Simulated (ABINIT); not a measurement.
# Ba2TaBiO6 (R-3): one start, several treatments of the self-energy, part 3 of 3

Aim: compare treatments of exchange, screening and correlation for the gap of Ba2TaBiO6 (R-3).

ABINIT 10.8.3; LDA and many-body steps on it, plane waves. Known limits of the many-body steps: not at the basis limit; exchange with frozen shells missing; no spin-orbit coupling; coarse k mesh.

So far. Step 10 (One-shot Hartree-Fock): Against G0W0 in ABINIT (2×2×2 mesh, 267 bands, screening to 152.4 eV, Godby-Needs plasmon pole), the gap moves by +6.933 eV. Step 12 (G0W0, contour deformation): Against G0W0 in ABINIT (2×2×2 mesh, 267 bands, screening to 152.4 eV, Godby-Needs plasmon pole), the gap moves by +0.054 eV.

**13. Screening, 2×2×2 mesh, 267 bands, screening to 152.4 eV**

This step: RPA screening on LDA, plane waves, norm-conserving pseudopotentials.

The input, run.abi:

```
acell 3*1.0 Angstrom
rprim 
  3.075626834241 1.775713980676 4.956223105800
  -3.075626834241 1.775713980676 4.956223105800
  0.000000000000 -3.551427961352 4.956223105800
ntypat 4
znucl 56 73 83 8
natom 10
typat 1 1 2 3 4 4 4 4 4 4
xred 
  0.748816000000 0.748816000000 0.748816000000
  0.251184000000 0.251184000000 0.251184000000
  0.500000000000 0.500000000000 0.500000000000
  0.000000000000 0.000000000000 0.000000000000
  0.725510000000 0.218856000000 0.322035000000
  0.218856000000 0.322035000000 0.725510000000
  0.322035000000 0.725510000000 0.218856000000
  0.274490000000 0.781144000000 0.677965000000
  0.677965000000 0.274490000000 0.781144000000
  0.781144000000 0.677965000000 0.274490000000
pp_dirpath "pseudos"
pseudos "Ba.upf, Ta.upf, Bi.upf, O.upf"
ecut 36
ngkpt 2 2 2
nshiftk 1
shiftk 0 0 0
kptopt 1
chksymbreak 0
istwfk *1
occopt 1
irdwfk 1
optdriver 3
nband 267
ecuteps 5.6
inclvkb 2
awtr 1
symchi 1
gwcalctyp 1
nfreqre 0
nfreqim 16
indata_prefix "in"
outdata_prefix "out"
tmpdata_prefix "tmp"
```

Launch:

```sh
$ OMP_NUM_THREADS=1 mpirun -n 8 abinit run.abi > log
```

Numbers of over 12 decimals in the logs are rounded to 6 here.

Log:

```text
.Version 10.8.3 of ABINIT. v10.8.2 released Aug 2026.

 Symmetries : space group R-3 (#148); Bravais hR (rhombohedral)
[... echo of the input left out ...]
== DATASET  1 ==================================================================
-   mpi_nproc: 8, omp_nthreads: 1 (-1 if OMP is not activated)

--- !DatasetInfo
iteration_state: {dtset: 1, }
dimensions: {natom: 10, nkpt: 4, mband: 267, nsppol: 1, nspinor: 1, nspden: 1, mpw: 11312, }
cutoff_energies: {ecut:  36.0, pawecutdg:  -1.0, }
[...]
No. of calculated frequencies >  15, stop printing
 For q-point:  0.000010 0.000020 0.000030
  dielectric constant =   6.5523
  dielectric constant without local fields =   7.1906

  Average fulfillment of the sum rule on Im[epsilon] for q-point    1 :     74.46  [%]
[... wings left out ...]
  q-point number  2        q = ( 0.500000, 0.000000, 0.000000) [r.l.u.]
--------------------------------------------------------------------------------
[... chi0 elements left out ...]
  [... further frequencies ...]

 No. of calculated frequencies >  15, stop printing
  Average fulfillment of the sum rule on Im[epsilon] for q-point    2 :     80.64  [%]

 [... 2 further q-points ...]
```

Wall time 6.5 min (8 MPI ranks of Intel Xeon 6975P-C (Granite Rapids), shared host); peak memory 6.8 GiB.

Numbers from this step:

```
ε∞ with local fields, on this mesh, along the program's q direction : 6.552
the same without local fields                                       : 7.191
plasma frequency                                                    : 26.70 eV
plane waves in the screening matrix                                 : 711
```

**14. G0W0, analytic continuation**

This step: G0W0 on LDA, plane waves, norm-conserving pseudopotentials.

Edit run.abi of step 13 so:

```diff
@@ -31,11 +31,21 @@
 irdwfk 1
-optdriver 3
+optdriver 4
 nband 267
+gwcalctyp 1
+ecutsigx 36
+symsigma 1
+nkptgw 3
+kptgw 
+  0.5000000000 0.5000000000 0.5000000000
+  0.5000000000 0.0000000000 0.0000000000
+  0.0000000000 0.0000000000 0.0000000000
+bdgw 
+  41 45
+  41 44
+  40 44
 ecuteps 5.6
-inclvkb 2
-awtr 1
-symchi 1
-gwcalctyp 1
-nfreqre 0
-nfreqim 16
+irdscr 1
+nomegasi 12
+omegasimax 25 eV
+gwmem 01
 indata_prefix "in"
```

Log:

```text
.Version 10.8.3 of ABINIT. v10.8.2 released Aug 2026.

 Symmetries : space group R-3 (#148); Bravais hR (rhombohedral)
[... echo of the input left out ...]
== DATASET  1 ==================================================================
-   mpi_nproc: 8, omp_nthreads: 1 (-1 if OMP is not activated)

--- !DatasetInfo
iteration_state: {dtset: 1, }
dimensions: {natom: 10, nkpt: 4, mband: 267, nsppol: 1, nspinor: 1, nspden: 1, mpw: 11312, }
cutoff_energies: {ecut:  36.0, pawecutdg:  -1.0, }
[...]
Band     E0 <VxcDFT>   SigX SigC(E0)      Z dSigC/dE  Sig(E)    E-E0       E
[...]
44   2.083 -15.313  -9.486  -3.952   0.764  -0.307 -13.929   1.384   3.467
       44   0.000   0.000   0.000   0.046   0.020   0.034   0.080   0.080   0.080

== END DATASET(S) ==============================================================
================================================================================

 -outvars: echo values of variables after computation  --------
           etotal      0.0000000000E+00
            nband         267
             nkpt           4
          spgroup         148
 [... the other variables as echoed above ...]

 Calculation completed.
```

It took 57 s on 8 MPI ranks; peak memory 5.7 GiB.

This step gave:

```
G0W0 gap on the points computed              : 3.691 eV
starting gap on the mesh                     : 2.566 eV
k of the valence top                         : 0.5, 0.5, 0.5
k of the conduction bottom                   : 0.5, 0, 0
least direct G0W0 gap on the computed points : 3.728 eV
```

Against G0W0 in ABINIT (2×2×2 mesh, 267 bands, screening to 152.4 eV, Godby-Needs plasmon pole), the gap moves by +0.063 eV.

**15. The runs together**

Times are wall times on 8 MPI ranks of Intel Xeon 6975P-C (Granite Rapids), shared host, good to a factor of about two. A run's time includes the screening step that it read.

| run | mesh | bands | screening cutoff (eV) | DFT gap (eV) | gap on the mesh (eV) | direct (eV) | ε∞ used | time |
| --- | --- | --- | --- | --- | --- | --- | --- | --- |
| G0W0, Godby-Needs plasmon pole | 2×2×2 | 267 | 152.4 | 2.566 | 3.628 | 3.663 | 6.55 | 3.2 min |
| G0W0, Hybertsen-Louie plasmon pole | 2×2×2 | 267 | 152.4 | 2.566 | 3.797 | 3.830 | 6.55 | 3.6 min |
| G0W0, von der Linden-Horsch plasmon pole | 2×2×2 | 267 | 152.4 | 2.566 | 3.601 | 3.637 | 6.55 | 2.5 min |
| G0W0, Engel-Farid plasmon pole | 2×2×2 | 267 | 152.4 | 2.566 | 3.660 | 3.695 | 6.55 | 2.5 min |
| one-shot SEX | 2×2×2 | 267 | 152.4 | 2.566 | 1.690 | 1.751 | 6.55 | 2.1 min |
| one-shot COHSEX | 2×2×2 | 267 | 152.4 | 2.566 | 4.660 | 4.694 | 6.55 | 2.1 min |
| one-shot Hartree-Fock | 2×2×2 | - | - | 2.566 | 10.561 | 10.621 | - | 5.1 s |
| G0W0, contour deformation | 2×2×2 | 267 | 152.4 | 2.566 | 3.682 | 3.716 | 6.66 | 4.9 min |
| G0W0, analytic continuation | 2×2×2 | 267 | 152.4 | 2.566 | 3.691 | 3.728 | 6.55 | 7.4 min |

**16. Results**

* G0W0, Godby-Needs plasmon pole: 3.628 eV
* G0W0, Hybertsen-Louie plasmon pole: 3.797 eV
* G0W0, von der Linden-Horsch plasmon pole: 3.601 eV
* G0W0, Engel-Farid plasmon pole: 3.660 eV
* one-shot SEX: 1.690 eV
* one-shot COHSEX: 4.660 eV
* one-shot Hartree-Fock: 10.561 eV
* G0W0, contour deformation: 3.682 eV
* G0W0, analytic continuation: 3.691 eV
* known limits: not at the basis limit; exchange with frozen shells missing; no spin-orbit coupling; coarse k mesh

What this shows: G0W0, Hybertsen-Louie plasmon pole: +0.169 eV against G0W0, Godby-Needs plasmon pole. G0W0, von der Linden-Horsch plasmon pole: −0.027 eV against G0W0, Godby-Needs plasmon pole. G0W0, Engel-Farid plasmon pole: +0.032 eV against G0W0, Godby-Needs plasmon pole. One-shot SEX: −1.938 eV against G0W0, Godby-Needs plasmon pole. One-shot COHSEX: +1.032 eV against G0W0, Godby-Needs plasmon pole. One-shot Hartree-Fock: +6.933 eV against G0W0, Godby-Needs plasmon pole. G0W0, contour deformation: +0.054 eV against G0W0, Godby-Needs plasmon pole. G0W0, analytic continuation: +0.063 eV against G0W0, Godby-Needs plasmon pole. Bare exchange alone opens the gap to 10.56 eV; against G0W0, correlation takes back 6.93 eV. Static COHSEX lies above G0W0: it lacks the factor Z and overstates the Coulomb hole of the filled states. Bands and cutoff are finite, so the gap is not at the basis limit. The miss can reach some tenths of an eV and take either sign; the mesh is an error of its own. In the first G0W0 run levels were corrected at 3 k points alone, so a gap called «on the mesh» is the least over those, and an edge elsewhere would be missed. The 2×2×2 mesh is coarse for this cell, which bears on the long-range parts of exchange and screening. Where an edge is built on 6p states of lead, bismuth or thallium, scalar-relativistic gaps usually stand too wide, by a few tenths to over one eV. The norm-conserving file of at least one element keeps a d shell over frozen s and p shells of the same row. Exchange with those shells is missing from the self-energy, an error of 0.3 to 0.9 eV in cases checked, whose sign depends on which edge lies on those atoms. The many-body steps are scalar-relativistic: spin-orbit coupling is not in them.

[Paths, hosts, dates, memory and timing lines, banners, echoed tables and standing remarks are left out of the program output.]

[Logs are printed without paths, hosts, clocks, repeated set-up lines and the standing remarks that a program may print on its own settings, such as how far it seeks lower states.]

[Runs of the session that timed out or met a known fault of the program may be left out.]

[No measured gap is set beside runs whose start may be inverted or whose files or cutoffs have a known fault.]

[Hosts, paths, dates, database ids (printed as entryN), source tags and the programs' standing remarks are cut or masked in the printed files.]

[G0W0 gaps are taken among the corrected bands and points alone; a level outside them can change the order at an edge.]

[Where Ansatz stands beside ABINIT at settings called matched, ABINIT's density can come from a denser mesh and the files from another edition; pairs whose starting gaps differed by over 0.03 eV were left out, so agreement reads better than it is.]
